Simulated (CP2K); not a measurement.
Two runs for the B K edge of ammonia borane. Run A: CP2K XAS_TDP, all-electron GAPW, PBEh(45%), aug-cc-pVTZ, TDA, no relativity. Run B differs in one setting.

First lines with a strength over 0.0015. A:

| atom | energy (eV) | states | strength, one atom |
| --- | --- | --- | --- |
| B2 (bonded to N and 3 H) | 185.97 | 1 | 0.0100 |
|  | 187.48 | 2 | 0.0069 |
|  | 188.15 | 1 | 0.0061 |
|  | 188.43 | 2 | 0.0220 |
|  | 188.83 | 1 | 0.0207 |

B:

| atom | energy (eV) | states | strength, one atom |
| --- | --- | --- | --- |
| B2 (bonded to N and 3 H) | 192.14 | 1 | 0.0097 |
|  | 193.65 | 2 | 0.0067 |
|  | 194.32 | 1 | 0.0059 |
|  | 194.60 | 2 | 0.0213 |
|  | 195.00 | 1 | 0.0201 |

Q: Which was it: GW2X switched on, the functional, scalar relativity switched on, the basis?

GW2X switched on. GW2X shifts an atom's lines together and keeps their spacings. Against PBEh(45%) in aug-cc-pVTZ, the leading line moves by +6.17 eV, to 192.14 eV.

[Hosts, paths, dates, database ids (printed as entryN), source tags and the programs' standing remarks are cut or masked in the printed files.]
